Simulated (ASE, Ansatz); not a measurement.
# Electronic structure of random rutile alloy of IrO2 and SiO2 (96 atoms), part 2 of 2

Wanted: forces, charges and levels of random rutile alloy of IrO2 and SiO2 (96 atoms).

Ansatz 0.2.0; Kohn-Sham DFT, PBE, PAW (set soft_2), plane waves.

The cell: 8 Si, 64 O and 24 Ir. The host structure and its lattice constant were typed by rule, without a check against the phase diagram. The main run has no spin polarisation. The levels lack spin–orbit coupling.

So far. Step 2 (Plane-wave single point): Mean Löwdin charges: Ir +1.44, O -0.65, Si +1.45 e (they miss 0.55 % of the electrons, so they add up to more than the cell's charge). Within 0.4 eV of the Fermi level the largest share is Ir d (56 % of the projected weight).

## (3) Distances and neighbours

These statistics describe the geometry on which the runs were made.

Density 10.3 g/cm³, 9.864 Å³ an atom.

g(r), total and by pair (bins of 0.2 Å):

```csv
r (Å),total,O-O,O-Ir,O-Si,Ir-Ir,Ir-Si,Si-Si
1.60,0.09,0.00,0.09,0.54,0.00,0.00,0.00
1.80,1.58,0.00,3.55,3.55,0.00,0.00,0.00
2.00,2.40,0.00,5.58,4.83,0.00,0.00,0.00
2.20,0.20,0.11,0.26,0.63,0.00,0.00,0.00
2.40,0.34,0.77,0.00,0.00,0.00,0.00,0.00
2.60,1.26,2.83,0.00,0.00,0.00,0.00,0.00
2.80,1.61,3.55,0.00,0.00,0.16,0.47,0.00
3.00,0.71,1.16,0.00,0.00,1.89,1.72,1.25
3.20,0.91,1.20,0.63,0.62,0.66,0.74,3.33
3.40,1.35,0.18,1.69,1.75,4.92,4.66,1.95
3.60,0.93,0.07,1.39,1.14,2.59,3.08,1.87
3.80,0.79,0.68,0.96,1.42,0.00,0.28,0.00
4.00,1.05,0.43,1.94,1.88,0.00,0.00,0.00
4.20,0.42,0.32,0.56,0.38,0.51,0.11,1.32
4.40,1.48,1.65,1.23,1.48,1.48,1.71,0.63
4.60,1.42,1.20,1.90,1.81,0.56,0.19,1.68
4.80,0.96,1.61,0.58,0.45,0.00,0.00,0.00
5.00,0.62,1.31,0.06,0.15,0.05,0.00,0.00
5.20,1.06,1.16,1.04,0.95,0.81,0.93,0.85
5.40,1.44,1.33,1.06,0.99,3.36,3.56,4.43
5.60,1.22,1.15,1.04,1.25,2.23,1.58,1.86
5.80,0.69,0.26,1.30,1.18,0.00,0.12,0.00
6.00,0.50,0.24,0.77,0.74,0.36,0.76,0.00
6.20,0.50,0.71,0.18,0.27,0.89,1.02,0.00
6.40,1.10,1.32,1.05,0.96,0.39,0.63,0.00
6.60,1.08,0.67,1.77,1.69,0.00,0.04,0.00
6.80,1.33,1.51,1.29,1.35,0.81,0.59,0.76
7.00,1.75,1.91,1.44,1.44,2.10,2.99,0.96
```

Bonds by pair of elements; cutoffs follow the first minimum of g(r), held within bounds set by covalent radii, and pairs that aren't listed don't count as bonded:

```csv
pair A-B,cutoff (Å),bonds,mean length (Å),spread (Å),shortest (Å),B about A,A about B
O-Ir,2.52,144,1.94,0.095,1.69,2.25,6
O-Si,2.16,46,1.92,0.121,1.62,0.719,5.75
```

The cutoff for O-Si falls short of the minimum of g(r), so counts run low and odd coordinations can be artefacts.

How many atoms have how many bonded neighbours:

```csv
element,mean,2,3,5,6
Ir,6,0,0,0,24
O,2.97,2,62,0,0
Si,5.75,0,0,2,6
```

Bond angles, per cent of each kind in bins of 5°:

```csv
angle (°),O-Ir-O,O-Si-O,Ir-O-Ir,Ir-O-Si
65–70,0.0,0.9,0.0,0.0
70–75,4.2,1.8,0.0,0.0
75–80,7.8,7.3,0.0,0.0
80–85,6.7,9.1,0.0,0.0
85–90,21.7,20.0,0.0,0.0
90–95,18.9,18.2,0.0,1.4
95–100,10.6,11.8,11.2,8.3
100–105,6.1,7.3,15.0,11.1
105–110,3.9,3.6,9.3,6.9
110–115,0.3,0.0,0.0,0.0
115–120,0.0,0.0,0.9,0.0
120–125,0.0,0.0,15.9,16.7
125–130,0.0,0.0,26.2,26.4
130–135,0.0,0.0,15.9,22.2
135–140,0.0,0.0,5.6,6.9
140–145,0.0,0.0,0.0,0.0
145–150,0.0,0.0,0.0,0.0
150–155,0.0,0.0,0.0,0.0
155–160,0.0,0.0,0.0,0.0
160–165,0.0,0.0,0.0,0.0
165–170,1.4,6.4,0.0,0.0
170–175,10.8,10.0,0.0,0.0
175–180,7.8,3.6,0.0,0.0
```

Bond angles (no mean is given where the spread exceeds 20°):

```csv
angle,count,mean (°),spread (°)
O-Ir-O,360,-,-
O-Si-O,110,-,-
Ir-O-Ir,107,119,12.8
Ir-O-Si,72,121,12.9
Si-O-Si,9,115,10.6
```

Bond length by coordination (bonds to H left out):

```csv
element,coordination,atoms,mean bond length (Å)
O,2,2,1.85
O,3,62,1.94
Si,5,2,1.89
Si,6,6,1.93
```

Rings of the network by King's shortest-path rule, up to 12 atoms, one path for each pair of neighbours; H, halogens, alkali and alkaline-earth atoms are left out, and the last column divides by all other atoms, bonded or not:

```csv
ring size (atoms),rings,per network atom
4,31,0.323
6,122,1.27
8,94,0.979
10,2,0.021
```

For some of the pairs, g(r) has its first main peak near 2.73 Å (O-O), 1.93 Å (O-Ir), 1.92 Å (O-Si) and 3.26 Å (Si-Si). Rings of 6 atoms are the most common (49 % of those counted); sizes run from 4 to 10.

The surroundings of Ir61, which bears the longest force, nearest first, numbered as they follow in the input and with coordinates relative to it.

```csv
atom,x,y,z,distance (Å),bonds,Löwdin charge (e),Fx,Fy,Fz (eV/Å)
Ir61,0.00,0.00,0.00,0.00,6,1.61,2.33,-9.64,5.17
O12,-0.79,0.61,-1.38,1.70,3,-0.56,-4.04,4.21,-7.91
O63,1.28,1.15,0.01,1.72,3,-0.64,5.65,5.95,1.82
O18,-0.86,0.67,1.51,1.86,3,-0.60,1.62,-1.75,2.55
O83,0.89,-0.90,-1.46,1.93,3,-0.65,3.10,-3.12,0.27
O40,-1.30,-1.43,-0.09,1.94,3,-0.72,-2.29,-3.06,-0.06
O89,1.02,-0.96,1.58,2.11,3,-0.71,1.00,-2.42,-1.36
Ir55,0.08,-0.21,-3.02,3.03,6,1.47,-1.37,2.07,3.97
Ir67,0.09,-0.29,3.11,3.12,6,1.29,-1.98,1.90,-0.02
Ir8,-2.15,1.97,-1.56,3.31,6,1.34,-1.98,0.43,10.12
Ir14,-2.14,1.92,1.64,3.31,6,1.43,-3.15,5.54,-3.24
O16,-1.34,3.04,0.20,3.33,3,-0.69,-1.77,-3.57,-1.89
O15,-3.15,1.06,0.20,3.33,3,-0.67,2.36,2.28,-2.25
```

The column of bonds counts only the pairs O-Ir within 2.52 Å, O-Si within 2.16 Å; other neighbours, such as metal atoms beside each other in a compound, aren't counted, and periodic images can show an atom twice.

## (4) Outcome

```yaml
free_energy_per_atom: -3414.3297 eV/atom
density: 10.28 g/cm³
pressure: 25.24 GPa
r_m_s_force_component: 2.87 eV/Å
wall_time_of_the_1_dft_run: 49 s
```

In words: 11 levels are partly filled, by over 2 % (on the run's k-points): no clear gap opens at this level.

Caveats: The geometry was built by rule, was displaced at random and isn't relaxed at this level: its force components are 2.9 eV/Å r.m.s. The stress is far from hydrostatic: its diagonal is 22.5, 21.8, 31.4 GPa, compression counted positive. The pressure of 25 GPa belongs to a cell and atoms that aren't relaxed at this level.

[Logs are printed without paths, hosts, clocks, repeated set-up lines and the standing remarks that a program may print on its own settings, such as how far it seeks lower states.]

[Hosts, paths, dates, database ids (printed as entryN), source tags and the programs' standing remarks are cut or masked in the printed files.]
